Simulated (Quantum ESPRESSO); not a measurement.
## NiTe2 (Melonite): which magnetic order is lowest

Aim: find out which collinear order of NiTe2 (Melonite) costs least.

Method: LDA; plane waves with GBRV 1.5 LDA potentials, no spin-orbit coupling, in Quantum ESPRESSO 7.5.

The database entry behind the starting cell differs from later determinations by our own check (c about 0.7 % long), so it need not match the best structure at ambient conditions.

## (1) The structure

It takes space group P-3m1 (No. 164, trigonal). The conventional cell has a = 3.861 Å, b = 3.861 Å, c = 5.297 Å, α = 90.00°, β = 90.00°, γ = 120.00°. Nearest to Ni lie 6 Te at 2.59 Å. Nearest to Te lie 3 Ni at 2.59 Å. Farther neighbours and most contacts between anions are not listed.

As a file:

```cif
data_structure
_symmetry_space_group_name_H-M 'P 1'
_symmetry_Int_Tables_number 1
_cell_length_a 3.8610
_cell_length_b 3.8610
_cell_length_c 5.2970
_cell_angle_alpha 90.000
_cell_angle_beta 90.000
_cell_angle_gamma 120.000
_cell_volume 68.38
loop_
_atom_site_label
_atom_site_type_symbol
_atom_site_fract_x
_atom_site_fract_y
_atom_site_fract_z
_atom_site_occupancy
Ni1 Ni 0.00000 0.00000 0.00000 1
Te2 Te 0.33333 0.66667 0.25000 1
Te3 Te 0.66667 0.33333 0.75000 1
```

The cell comes from the Crystallography Open Database.

## (2) Run 1, typed as ferro +

The signs are those of the starting moments on the seeded atoms, the atoms that are given a moment.

File pw.in:

```
&CONTROL
  calculation = 'scf'
  prefix = 'pwscf'
  outdir = './tmp'
  pseudo_dir = './pseudo'
  disk_io = 'nowf'
/
&SYSTEM
  ibrav = 0
  nat = 3
  ntyp = 2
  ecutwfc = 40
  ecutrho = 280
  nbnd = 23
  occupations = 'smearing'
  smearing = 'fd'
  degauss = 0.00367493
  nspin = 2
  starting_magnetization(1) = 0.1111
  starting_magnetization(2) = 0
/
&ELECTRONS
  conv_thr = 6d-09
  electron_maxstep = 150
  mixing_beta = 0.3
/
ATOMIC_SPECIES
Ni     58.6934 ni_lda_v1.4.uspp.F.UPF
Te    127.6000 te_lda_v1.uspp.F.UPF
CELL_PARAMETERS angstrom
   3.8610000000    0.0000000000    0.0000000000
  -1.9305000000    3.3437240840    0.0000000000
   0.0000000000    0.0000000000    5.2970000000
ATOMIC_POSITIONS crystal
Ni      0.0000000000    0.0000000000    0.0000000000
Te      0.3333333333    0.6666666667    0.2500000000
Te      0.6666666667    0.3333333333    0.7500000000
K_POINTS automatic
6 6 6 0 0 0
```

Started as:

```bash
$ OMP_NUM_THREADS=1 mpirun -n 4 pw.x -nk 4 -in pw.in > pw.out
```

The log of the run:

```text
Program PWSCF v.7.5 starts

     Message from routine setup:
     using ibrav=0 with symmetry is DISCOURAGED, use correct ibrav instead

     K-points division:     npool     =       4
     Subspace diagonalization in iterative solution of the eigenvalue problem:

     G-vector sticks info
     --------------------
     sticks:   dense  smooth     PW     G-vecs:    dense   smooth      PW
     Sum        1039     583    187                36443    15767    2621

     Using Slab Decomposition

     bravais-lattice index     =            0
     lattice parameter (alat)  =       7.2962  a.u.
     unit-cell volume          =     461.4842 (a.u.)^3
     number of atoms/cell      =            3
     number of atomic types    =            2
     number of electrons       =        30.00
     number of Kohn-Sham states=           23
     kinetic-energy cutoff     =      40.0000  Ry
     charge density cutoff     =     280.0000  Ry
     scf convergence threshold =      6.0E-09
     mixing beta               =       0.3000
     number of iterations used =            8  plain     mixing
     Exchange-correlation= SLA  PZ   NOGX NOGC
                           (   1   1   0   0   0   0   0)

     celldm(1)=   7.296233  celldm(2)=   0.000000  celldm(3)=   0.000000
     celldm(4)=   0.000000  celldm(5)=   0.000000  celldm(6)=   0.000000

     crystal axes: (cart. coord. in units of alat)
               a(1) = (   1.000000   0.000000   0.000000 )
               a(2) = (  -0.500000   0.866025   0.000000 )
               a(3) = (   0.000000   0.000000   1.371924 )

     reciprocal axes: (cart. coord. in units 2 pi/alat)
               b(1) = (  1.000000  0.577350 -0.000000 )
               b(2) = (  0.000000  1.154701  0.000000 )
               b(3) = (  0.000000 -0.000000  0.728903 )

     PseudoPot. # 1 for Ni read from file:
     ni_lda_v1.4.uspp.F.UPF
     Pseudo is Ultrasoft + core correction, Zval = 18.0
     Generated by new atomic code, or converted to UPF format
     Using radial grid of  865 points,  6 beta functions with:
                l(1) =   0
                l(2) =   0
                l(3) =   1
                l(4) =   1
                l(5) =   2
                l(6) =   2
     Q(r) pseudized with 10 coefficients,  rinner =    0.980   0.980   0.980
                                                       0.980   0.980

     PseudoPot. # 2 for Te read from file:
     te_lda_v1.uspp.F.UPF
     Pseudo is Ultrasoft + core correction, Zval =  6.0
     Generated by new atomic code, or converted to UPF format
     Using radial grid of  891 points,  5 beta functions with:
                l(1) =   0
                l(2) =   0
                l(3) =   1
                l(4) =   1
                l(5) =   2
     Q(r) pseudized with  6 coefficients,  rinner =    1.800   1.800   1.800
                                                       1.800   1.800

     atomic species   valence    mass     pseudopotential
     Ni               18.00    58.69340     Ni( 1.00)
     Te                6.00   127.60000     Te( 1.00)

     Starting magnetic structure
     atomic species   magnetization
     Ni              0.111
     Te              0.000

     12 Sym. Ops., with inversion, found

   Cartesian axes

     site n.     atom                  positions (alat units)
         1        Ni     tau(   1) = (   0.0000000   0.0000000   0.0000000  )
         2        Te     tau(   2) = (  -0.0000000   0.5773503   0.3429811  )
         3        Te     tau(   3) = (   0.5000000   0.2886751   1.0289433  )

     number of k points=    34  Fermi-Dirac smearing, width (Ry)=  0.0037
                       cart. coord. in units 2pi/alat
        k(    1) = (   0.0000000   0.0000000   0.0000000), wk =   0.0046296
        k(    2) = (   0.0000000   0.0000000   0.1214839), wk =   0.0092593
        k(    3) = (   0.0000000   0.0000000   0.2429677), wk =   0.0092593
        k(    4) = (   0.0000000   0.0000000  -0.3644516), wk =   0.0046296
        k(    5) = (   0.0000000   0.1924501   0.0000000), wk =   0.0277778
        [... 29 further k-points ...]

     Dense  grid:    36443 G-vectors     FFT dimensions: (  40,  40,  54)

     Smooth grid:    15767 G-vectors     FFT dimensions: (  30,  30,  45)

     Check: negative core charge=   -0.000002
     Generating pointlists ...
     new r_m :   0.2770 (alat units)  2.0211 (a.u.) for type    1
     new r_m :   0.2770 (alat units)  2.0211 (a.u.) for type    2

     Initial potential from superposition of free atoms

     starting charge      27.9996, renormalised to      30.0000
     Starting wfcs are   21 randomized atomic wfcs +    2 random wfcs

     Self-consistent Calculation

     iteration #  1     ecut=    40.00 Ry     beta= 0.30
     Davidson diagonalization with overlap
     ethr =  1.00E-02,  avg # of iterations =  5.8

     total energy              =    -379.42840637 Ry
     estimated scf accuracy    <      45.74514986 Ry

     total magnetization       =     0.46 Bohr mag/cell
     absolute magnetization    =     0.48 Bohr mag/cell

     iteration #  2     ecut=    40.00 Ry     beta= 0.30
     Davidson diagonalization with overlap
     ethr =  1.00E-02,  avg # of iterations =  3.0

     total energy              =    -396.38724672 Ry
     estimated scf accuracy    <      26.64382612 Ry

     total magnetization       =     0.03 Bohr mag/cell
     absolute magnetization    =     0.10 Bohr mag/cell

     iteration #  3     ecut=    40.00 Ry     beta= 0.30
     Davidson diagonalization with overlap
     ethr =  1.00E-02,  avg # of iterations =  2.0

     total energy              =    -395.43471287 Ry
     estimated scf accuracy    <       6.60264678 Ry

     total magnetization       =     0.07 Bohr mag/cell
     absolute magnetization    =     0.11 Bohr mag/cell

     [... further iterations left out ...]

     iteration # 16     ecut=    40.00 Ry     beta= 0.30
     Davidson diagonalization with overlap
     ethr =  5.20E-09,  avg # of iterations =  1.0

     total energy              =    -396.32822690 Ry
     estimated scf accuracy    <       0.00000035 Ry

     total magnetization       =     0.00 Bohr mag/cell
     absolute magnetization    =     0.00 Bohr mag/cell

     iteration # 17     ecut=    40.00 Ry     beta= 0.30
     Davidson diagonalization with overlap
     ethr =  1.17E-09,  avg # of iterations =  1.1

     total energy              =    -396.32822694 Ry
     estimated scf accuracy    <       0.00000007 Ry

     total magnetization       =    -0.00 Bohr mag/cell
     absolute magnetization    =     0.00 Bohr mag/cell

     iteration # 18     ecut=    40.00 Ry     beta= 0.30
     Davidson diagonalization with overlap
     ethr =  2.23E-10,  avg # of iterations =  1.2

     total energy              =    -396.32822694 Ry
     estimated scf accuracy    <       0.00000002 Ry

     total magnetization       =    -0.00 Bohr mag/cell
     absolute magnetization    =     0.00 Bohr mag/cell

     iteration # 19     ecut=    40.00 Ry     beta= 0.30
     Davidson diagonalization with overlap
     ethr =  6.85E-11,  avg # of iterations =  1.5

     Magnetic moment per site  (integrated on atomic sphere of radius R)
     atom   1 (R=0.277)  charge= 16.9539  magn= -0.0000
     atom   2 (R=0.277)  charge=  2.8250  magn= -0.0000
     atom   3 (R=0.277)  charge=  2.8250  magn= -0.0000

     End of self-consistent calculation

     [... lines left out ...]
     the Fermi energy is     9.2194 ev

!    total energy              =    -396.32822694 Ry
     estimated scf accuracy    <          1.0E-09 Ry
     smearing contrib. (-TS)   =      -0.00081063 Ry
     internal energy E=F+TS    =    -396.32741631 Ry

     The total energy is F=E-TS. E is the sum of the following terms:
     one-electron contribution =    -345.45884807 Ry
     hartree contribution      =     185.39297471 Ry
     xc contribution           =     -63.96412986 Ry
     ewald contribution        =    -172.29741308 Ry

     total magnetization       =    -0.00 Bohr mag/cell
     absolute magnetization    =     0.00 Bohr mag/cell

     convergence has been achieved in  19 iterations

=------------------------------------------------------------------------------=
   JOB DONE.
=------------------------------------------------------------------------------=
```

Run time: 18 s. Hardware: 4 MPI ranks of Intel Xeon Platinum 8488C (Sapphire Rapids), shared host; peak memory 0.45 GiB; 71 s of CPU time.

The spin moment in the atom's sphere vanishes on all atoms.

Numbers from this step:

```yaml
smearing_term_ts: 0.01103 eV
magnetization: 0 μB
absolute_magnetization: 0 μB
final_state: non-magnetic
```

## (3) Run 2, typed as antiferro q=(0,0,1/2) +−

The cell is doubled to 6 atoms to hold this order. The wavevector q is in fractions of the reciprocal vectors of the crystal's primitive cell, as the cells of these inputs are built from it; moments change sign between cells as cos(2π q·R).

File pw.in:

```
&CONTROL
  calculation = 'scf'
  prefix = 'pwscf'
  outdir = './tmp'
  pseudo_dir = './pseudo'
  disk_io = 'nowf'
/
&SYSTEM
  ibrav = 0
  nat = 6
  ntyp = 3
  ecutwfc = 40
  ecutrho = 280
  nbnd = 40
  occupations = 'smearing'
  smearing = 'fd'
  degauss = 0.00367493
  nspin = 2
  starting_magnetization(1) = 0.1111
  starting_magnetization(2) = -0.1111
  starting_magnetization(3) = 0
/
&ELECTRONS
  conv_thr = 1.2d-08
  electron_maxstep = 150
  mixing_beta = 0.3
/
ATOMIC_SPECIES
Ni1    58.6934 ni_lda_v1.4.uspp.F.UPF
Ni2    58.6934 ni_lda_v1.4.uspp.F.UPF
Te    127.6000 te_lda_v1.uspp.F.UPF
CELL_PARAMETERS angstrom
   3.8610000000    0.0000000000    0.0000000000
  -1.9305000000    3.3437240840    0.0000000000
   0.0000000000    0.0000000000   10.5940000000
ATOMIC_POSITIONS crystal
Ni1     0.0000000000    0.0000000000    0.0000000000
Ni2     0.0000000000    0.0000000000    0.5000000000
Te      0.3333333333    0.6666666667    0.1250000000
Te      0.3333333333    0.6666666667    0.6250000000
Te      0.6666666667    0.3333333333    0.3750000000
Te      0.6666666667    0.3333333333    0.8750000000
K_POINTS automatic
6 6 3 0 0 0
```

The log of the run:

```text
[banner, memory and clock lines left out]
Program PWSCF v.7.5 starts

     Message from routine setup:
     using ibrav=0 with symmetry is DISCOURAGED, use correct ibrav instead

     bravais-lattice index     =            0
     lattice parameter (alat)  =       7.2962  a.u.
     unit-cell volume          =     922.9683 (a.u.)^3
     number of atoms/cell      =            6
     number of atomic types    =            3
     number of electrons       =        60.00
     number of Kohn-Sham states=           40
     kinetic-energy cutoff     =      40.0000  Ry
     charge density cutoff     =     280.0000  Ry
     scf convergence threshold =      1.2E-08
     mixing beta               =       0.3000
     number of iterations used =            8  plain     mixing
     Exchange-correlation= SLA  PZ   NOGX NOGC
                           (   1   1   0   0   0   0   0)

     celldm(1)=   7.296233  celldm(2)=   0.000000  celldm(3)=   0.000000
     celldm(4)=   0.000000  celldm(5)=   0.000000  celldm(6)=   0.000000

     crystal axes: (cart. coord. in units of alat)
               a(1) = (   1.000000   0.000000   0.000000 )
               a(2) = (  -0.500000   0.866025   0.000000 )
               a(3) = (   0.000000   0.000000   2.743849 )

     reciprocal axes: (cart. coord. in units 2 pi/alat)
               b(1) = (  1.000000  0.577350 -0.000000 )
               b(2) = (  0.000000  1.154701  0.000000 )
               b(3) = (  0.000000 -0.000000  0.364452 )

     PseudoPot. # 1 for Ni read from file:
     ni_lda_v1.4.uspp.F.UPF
     Pseudo is Ultrasoft + core correction, Zval = 18.0

     PseudoPot. # 2 for Ni read from file:
     ni_lda_v1.4.uspp.F.UPF
     Pseudo is Ultrasoft + core correction, Zval = 18.0

     PseudoPot. # 3 for Te read from file:
     te_lda_v1.uspp.F.UPF
     Pseudo is Ultrasoft + core correction, Zval =  6.0

     atomic species   valence    mass     pseudopotential
     Ni1              18.00    58.69340     Ni( 1.00)
     Ni2              18.00    58.69340     Ni( 1.00)
     Te                6.00   127.60000     Te( 1.00)

     Starting magnetic structure
     atomic species   magnetization
     Ni1             0.111
     Ni2            -0.111
     Te              0.000

     12 Sym. Ops., with inversion, found

   Cartesian axes

     site n.     atom                  positions (alat units)
         1        Ni1    tau(   1) = (   0.0000000   0.0000000   0.0000000  )
         2        Ni2    tau(   2) = (   0.0000000   0.0000000   1.3719244  )
         3        Te     tau(   3) = (  -0.0000000   0.5773503   0.3429811  )
         4        Te     tau(   4) = (  -0.0000000   0.5773503   1.7149055  )
         5        Te     tau(   5) = (   0.5000000   0.2886751   1.0289433  )
         6        Te     tau(   6) = (   0.5000000   0.2886751   2.4008677  )

     number of k points=    17  Fermi-Dirac smearing, width (Ry)=  0.0037
                       cart. coord. in units 2pi/alat
        k(    1) = (   0.0000000   0.0000000   0.0000000), wk =   0.0092593
        k(    2) = (   0.0000000   0.0000000   0.1214839), wk =   0.0185185
        k(    3) = (   0.0000000   0.1924501   0.0000000), wk =   0.0555556
        k(    4) = (   0.0000000   0.1924501   0.1214839), wk =   0.0555556
        k(    5) = (   0.0000000   0.3849002   0.0000000), wk =   0.0555556
        [... 12 further k-points ...]

     Dense  grid:    73049 G-vectors     FFT dimensions: (  40,  40, 108)

     Smooth grid:    31587 G-vectors     FFT dimensions: (  30,  30,  81)

     Check: negative core charge=   -0.000002
     Generating pointlists ...
     new r_m :   0.2770 (alat units)  2.0211 (a.u.) for type    1
     new r_m :   0.2770 (alat units)  2.0211 (a.u.) for type    2
     new r_m :   0.2770 (alat units)  2.0211 (a.u.) for type    3

     Initial potential from superposition of free atoms

     starting charge      55.9993, renormalised to      60.0000
     Starting wfcs are   42 randomized atomic wfcs

     Self-consistent Calculation

     iteration #  1     ecut=    40.00 Ry     beta= 0.30
     Davidson diagonalization with overlap
     ethr =  1.00E-02,  avg # of iterations =  5.8

     total energy              =    -759.42973847 Ry
     estimated scf accuracy    <      90.28788831 Ry

     total magnetization       =    -0.00 Bohr mag/cell
     absolute magnetization    =     1.02 Bohr mag/cell

     iteration #  2     ecut=    40.00 Ry     beta= 0.30
     Davidson diagonalization with overlap
     ethr =  1.00E-02,  avg # of iterations =  3.0

     total energy              =    -792.78041004 Ry
     estimated scf accuracy    <      52.24800669 Ry

     total magnetization       =     0.00 Bohr mag/cell
     absolute magnetization    =     0.19 Bohr mag/cell

     [... further iterations left out ...]

     iteration # 19     ecut=    40.00 Ry     beta= 0.30
     Davidson diagonalization with overlap
     ethr =  6.31E-11,  avg # of iterations =  2.6

     total energy              =    -792.65645387 Ry
     estimated scf accuracy    <       0.00000006 Ry

     total magnetization       =     0.00 Bohr mag/cell
     absolute magnetization    =     0.00 Bohr mag/cell

     iteration # 20     ecut=    40.00 Ry     beta= 0.30
     Davidson diagonalization with overlap
     ethr =  6.31E-11,  avg # of iterations =  1.4

     Magnetic moment per site  (integrated on atomic sphere of radius R)
     atom   1 (R=0.277)  charge= 16.9539  magn=  0.0001
     atom   2 (R=0.277)  charge= 16.9539  magn= -0.0000
     atom   3 (R=0.277)  charge=  2.8250  magn= -0.0000
     atom   4 (R=0.277)  charge=  2.8250  magn=  0.0000
     atom   5 (R=0.277)  charge=  2.8250  magn=  0.0000
     atom   6 (R=0.277)  charge=  2.8250  magn= -0.0000

     End of self-consistent calculation

     [... lines left out ...]
     the Fermi energy is     9.2194 ev

!    total energy              =    -792.65645387 Ry
     estimated scf accuracy    <          5.1E-09 Ry
     smearing contrib. (-TS)   =      -0.00162122 Ry
     internal energy E=F+TS    =    -792.65483265 Ry

     The total energy is F=E-TS. E is the sum of the following terms:
     one-electron contribution =    -690.91930391 Ry
     hartree contribution      =     370.78770367 Ry
     xc contribution           =    -127.92840624 Ry
     ewald contribution        =    -344.59482617 Ry

     total magnetization       =     0.00 Bohr mag/cell
     absolute magnetization    =     0.00 Bohr mag/cell

     convergence has been achieved in  20 iterations
```

The job ended after 44 s (4 MPI ranks; peak memory 0.81 GiB; 2.9 min of CPU time).

Spin moment in the atom's sphere by atom:

```
atom  spin moment in the atom's sphere (μB)
 Ni1                                 0.0001
 Ni2                                 0.0000
 Te3                                 0.0000
 Te4                                 0.0000
 Te5                                 0.0000
 Te6                                 0.0000
```

Read from the output:

```yaml
smearing_term_ts: 0.02206 eV
magnetization: 0 μB
absolute_magnetization: 0 μB
final_state: non-magnetic
```

(Part 1 of 2 ends here.)

[Logs and program files are shortened in this print: banners, set-up blocks, solver, clock and traceback lines can be left out without a mark of their own.]

[Logs are printed without paths, hosts, clocks, repeated set-up lines and the standing remarks that a program may print on its own settings, such as how far it seeks lower states.]

[Hosts, paths, dates, database ids (printed as entryN), source tags and the programs' standing remarks are cut or masked in the printed files.]

[Where a cell is said to come from a database of computed structures, the database is the Materials Project.]
